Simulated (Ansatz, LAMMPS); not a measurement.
# Glassy Ga2O3 (115 atoms): where an added charge goes: runs compared

Does an extra electron or hole in glassy Ga2O3 (115 atoms) stay spread out, or do the atoms trap it?

Computed with Ansatz 0.2.0: Kohn-Sham DFT, PBE, PAW (set soft_1), plane waves.

**1. The cell as built**

The cell holds 115 atoms: 46 Ga and 69 O. Its edges and angles: a = 11.054 Å, b = 11.054 Å, c = 11.054 Å, α = 90.0°, β = 90.0°, γ = 90.0°. 115 atoms (46 Fe, 69 O) placed at random at 4.52 g/cm³, melted at 4500 K for 20 ps at fixed volume with the Morse and Coulomb pair potential with partial charges (Pedone, Malavasi, Menziani, Cormack and Segre, J. Phys. Chem. B 110, 11780 (2006)). Quenched from 4500 K to 300 K at 100 K/ps and fixed volume, held 5 ps. Then Fe was replaced by Ga (the potential has no terms for the new elements, so the cell is a start for a DFT relaxation).

What the set-up can't give: The quench rate of 100 K/ps far exceeds what a furnace or splat quench reaches, so expect more defects and frozen-in strain than in a real sample. The starting topology of bonds comes from the classical model, and needn't be the one that DFT or experiment would give. Sampling is at Γ alone, for a cell whose shortest periodic width is 11 Å.

**2. The reference run**

The reference is a single point at the end of the relaxation.

The charged cells start from the geometry of this run, on a uniform background, with spin and a narrow Fermi–Dirac smearing.

Its input, with most atom lines left out:

```yaml
crystal:
  lattice:
    - [11.0541, 0.0, 0.0]
    - [0.0, 11.0541, 0.0]
    - [0.0, 0.0, 11.0541]
  atoms:
    - { symbol: Ga, position: [0.30376, 0.4586, 0.9646] }
    - { symbol: Ga, position: [0.8088, 0.78277, 0.5106] }
    - { symbol: Ga, position: [0.77621, 0.45317, 0.07512] }
    - { symbol: Ga, position: [0.15741, 0.29052, 0.20885] }
    - { symbol: Ga, position: [0.44044, 0.44139, 0.25087] }
    - { symbol: Ga, position: [0.47477, 0.61436, 0.4896] }
    - { symbol: Ga, position: [0.02587, 0.8537, 0.11451] }
    [... atom lines 8 to 115 left out ...]
kpoints:
  mp_grid: { grid: [1, 1, 1] }
hamiltonian:
  xc: pbe
  pseudopotentials: { kind: paw, azcp: { folder: soft_1 } }
scf:
  occupations: { method: fixed }
output:
  forces: true
  stress: true
  populations: true
  dos:
    method: { smearing: { sigma: 0.08 } }
    de: 0.1
    projected: { site_lists: { Ga: [Ga], O: [O] } }
  eigenvalues: true
  write_density: true
  write_potential: true
  volumetric_format: npy
  elf: true
```

```
free energy per atom   : -1853.8750 eV/atom
r.m.s. force component : 0.00579 eV/Å
pressure               : -1.633 GPa
```

Filled and empty levels are parted by 1.32 eV (at Γ alone); a semilocal functional tends to put such gaps too low. In a disordered cell it changes from sample to sample, and tail or defect levels can set it.

**3. The runs**

Each row is one run, on 4 threads of Arm Neoverse V2, shared host. The free energy is the program's total, comparable only between runs with the same functional, potentials and atoms; between charge states it hangs on the program's zero of potential.

| run | atoms | outcome | ionic steps, all passes | free energy (eV) | time | host memory (GiB) |
| --- | --- | --- | --- | --- | --- | --- |
| Single point at the start | 115 | converged | - | -213184.119 | 32 s | 2.3 |
| Relaxation | 115 | converged | 22 | -213195.628 | 8 min | 2.3 |
| Single point at the relaxed geometry | 115 | converged | - | -213195.628 | 47 s | 2.4 |
| An extra electron, atoms held | 115 | converged | - | -213187.380 | 1.9 min | 4.1 |
| An extra electron, atoms relaxed | 115 | converged | 2 | -213187.384 | 2.4 min | 4.0 |
| An extra electron, levels at the relaxed geometry | 115 | converged | - | -213187.384 | 1.9 min | 4.1 |
| Neutral at the geometry of the electron | 115 | converged | - | -213195.626 | 48 s | 2.5 |
| An extra hole, atoms held | 115 | converged | - | -213202.390 | 3.6 min | 4.1 |
| An extra hole, atoms relaxed | 115 | converged | 8 | -213202.574 | 9.4 min | 4.0 |
| An extra hole, levels at the relaxed geometry | 115 | converged | - | -213202.574 | 2.2 min | 4.1 |
| Neutral at the geometry of the hole | 115 | converged | - | -213195.100 | 50 s | 2.4 |

In some runs the program notes that starting moments were not kept.

A closer look about O82, which holds the most spin of the extra hole after relaxation: 8 atoms, nearest first, numbered in the order of the input, with positions taken from that point.

| atom | x | y | z | distance (Å) | Löwdin charge (e) | moment (μB) |
| --- | --- | --- | --- | --- | --- | --- |
| O82 | 0.00 | 0.00 | 0.00 | 0.00 | -0.50 | 0.40 |
| Ga19 | -1.08 | -1.08 | 1.14 | 1.91 | 1.06 | 0.00 |
| Ga37 | 1.82 | -0.46 | 0.46 | 1.94 | 1.08 | 0.00 |
| Ga22 | -0.56 | 1.22 | -1.68 | 2.15 | 1.07 | 0.00 |
| O87 | 1.50 | -1.81 | -1.00 | 2.56 | -0.58 | 0.18 |
| O49 | -0.82 | 2.45 | -0.20 | 2.60 | -0.64 | 0.04 |
| O100 | 1.36 | 0.49 | 2.16 | 2.60 | -0.64 | 0.12 |
| O57 | -1.00 | -0.55 | -2.37 | 2.63 | -0.67 | 0.06 |

**4. Energies and spread of the extra charge**

Energies are differences within one cell and functional; the shift is the gain plus the neutral cell's energy at the new geometry, that is how much cheaper the vertical process becomes there. The spread is the participation number of the site moments (1/Σw², over the spin inside atomic spheres), with the atom that holds the largest share and the spin that the spheres hold in all.

| carrier | charged less neutral, atoms held (eV) | gain on relaxing (eV) | neutral cell at that geometry, less the reference (eV) | shift of the vertical energy (eV) | spread, atoms held | spread, relaxed |
| --- | --- | --- | --- | --- | --- | --- |
| electron | 8.248 | 0.004 | 0.001 | 0.006 | - | - |
| hole | -6.762 | 0.184 | 0.528 | 0.712 | 21; O82 14 % of 0.90 μB | 4; O82 44 % of 0.91 μB |

**5. Findings**

The extra electron gains 0.0044 eV as the atoms relax: so small a gain shows no trapping at this level. The cell with the electron keeps a moment of only 0.00 μB where one unpaired electron should give 1 μB: the carrier is shared between both spins, which can hide trapping. The extra hole gains 0.18 eV as the atoms relax, and its spin goes from about 21 to 4 atoms: a partial localisation as the atoms move, with the largest share on O82. The O82–O87 distance goes from 2.73 to 2.56 Å. Adding the two vertical energies gives 1.49 eV, against a gap of 1.32 eV in the neutral cell. The zero of the potential cancels in this sum; the excess isn't taken apart here: charging of a small cell, filling of bands on a coarse mesh and the attraction to the background can all enter.

Caveats: Single energies of charged cells hang on the program's zero of potential. In the spin-polarised runs the search for a state of lower energy was switched off. No distortion was seeded, so a trapped state behind a barrier can't be found. Local and semilocal functionals favour spread-out charges, so trapping can be missed. The pressure of -1.6 GPa means that a free cell would contract at this level. Charged cells carry a uniform background, with no correction for images.

The DFT runs together took 32 min of wall time.

[Logs are printed without paths, hosts, clocks, repeated set-up lines and the standing remarks that a program may print on its own settings, such as how far it seeks lower states.]

[Hosts, paths, dates, database ids (printed as entryN), source tags and the programs' standing remarks are cut or masked in the printed files.]
